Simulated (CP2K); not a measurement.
Mercaptoallene has these distinct C atoms: C1 (bonded to C and 2 H), C2 (bonded to 2 C) and C3 (bonded to C, S and H).

```xyz
8

C    -1.5176    0.3242    0.3304
C    -0.3699   -0.2123   -0.0066
C     0.7812   -0.7448   -0.3385
S     2.3664    0.0505   -0.3552
H    -1.8777    0.2983    1.3626
H    -2.1594    0.8142   -0.4067
H     0.8441   -1.7895   -0.6521
H     1.9330    1.2595    0.0661
```

Their partial C K spectra (CP2K XAS_TDP, all-electron GAPW, PBEh(45%), aug-cc-pVDZ, TDA, GW2X-corrected core level, no relativity) are given in random order, each times the number of alike atoms.

Gaussian full width 0.5 eV, oscillator strength per eV, alike atoms added, rows of zeros left out:

| E (eV) | curve 1 | curve 2 | curve 3 |
| --- | --- | --- | --- |
| 286.50 | 0.000 | 0.006 | 0.000 |
| 286.75 | 0.001 | 0.049 | 0.000 |
| 287.00 | 0.016 | 0.105 | 0.000 |
| 287.25 | 0.070 | 0.105 | 0.000 |
| 287.50 | 0.077 | 0.103 | 0.003 |
| 287.75 | 0.021 | 0.041 | 0.035 |
| 288.00 | 0.001 | 0.004 | 0.090 |
| 288.25 | 0.000 | 0.000 | 0.058 |
| 288.50 | 0.000 | 0.000 | 0.010 |
| 288.75 | 0.000 | 0.000 | 0.013 |
| 289.00 | 0.000 | 0.000 | 0.033 |
| 289.25 | 0.000 | 0.000 | 0.022 |
| 289.50 | 0.004 | 0.000 | 0.004 |
| 289.75 | 0.008 | 0.000 | 0.000 |
| 290.00 | 0.006 | 0.000 | 0.002 |
| 290.25 | 0.004 | 0.000 | 0.008 |
| 290.50 | 0.004 | 0.000 | 0.008 |
| 290.75 | 0.001 | 0.000 | 0.003 |
| 291.00 | 0.005 | 0.002 | 0.006 |
| 291.25 | 0.023 | 0.005 | 0.017 |
| 291.50 | 0.033 | 0.005 | 0.021 |
| 291.75 | 0.014 | 0.004 | 0.014 |
| 292.00 | 0.003 | 0.002 | 0.013 |
| 292.25 | 0.004 | 0.002 | 0.008 |
| 292.50 | 0.010 | 0.002 | 0.009 |
| 292.75 | 0.011 | 0.002 | 0.014 |
| 293.00 | 0.007 | 0.004 | 0.014 |
| 293.25 | 0.015 | 0.004 | 0.021 |
| 293.50 | 0.032 | 0.005 | 0.028 |
| 293.75 | 0.037 | 0.008 | 0.026 |
| 294.00 | 0.020 | 0.010 | 0.018 |
| 294.25 | 0.009 | 0.007 | 0.008 |
| 294.50 | 0.007 | 0.012 | 0.005 |
| 294.75 | 0.005 | 0.017 | 0.004 |
| 295.00 | 0.002 | 0.007 | 0.004 |
| 295.25 | 0.003 | 0.003 | 0.004 |
| 295.50 | 0.004 | 0.004 | 0.003 |
| 295.75 | 0.004 | 0.003 | 0.004 |
| 296.00 | 0.006 | 0.003 | 0.005 |
| 296.25 | 0.013 | 0.003 | 0.004 |
| 296.50 | 0.028 | 0.002 | 0.014 |
| 296.75 | 0.024 | 0.002 | 0.024 |
| 297.00 | 0.024 | 0.005 | 0.014 |
| 297.25 | 0.031 | 0.004 | 0.009 |
| 297.50 | 0.016 | 0.001 | 0.021 |
| 297.75 | 0.015 | 0.004 | 0.036 |
| 298.00 | 0.019 | 0.011 | 0.028 |
| 298.25 | 0.007 | 0.015 | 0.006 |

Q: Which curve belongs to which atom?

Curve 1: C1 (bonded to C and 2 H), leading line at 287.39 eV (f = 0.047 an atom), ionisation energy 292.45 eV, term value 5.06 eV. Curve 2: C2 (bonded to 2 C), leading line at 287.00 eV (f = 0.051 an atom), ionisation energy 292.33 eV, term value 5.33 eV. Curve 3: C3 (bonded to C, S and H), leading line at 288.05 eV (f = 0.049 an atom), ionisation energy 292.73 eV, term value 4.68 eV. The leading line of an atom is its first one with 35 % of the strongest within 2.5 eV of its lowest line over the strength cut. A line lies at the core ionisation energy, which rises as an atom loses charge to its neighbours or to a π system, less the term value, which is large for a low π* or σ* orbital with weight on that atom.

[Banner, clock and machine lines of the logs are left out without a mark of their own.]

[Logs are printed without paths, hosts, clocks, repeated set-up lines and the standing remarks that a program may print on its own settings, such as how far it seeks lower states.]

[Hosts, paths, dates, database ids (printed as entryN), source tags and the programs' standing remarks are cut or masked in the printed files.]
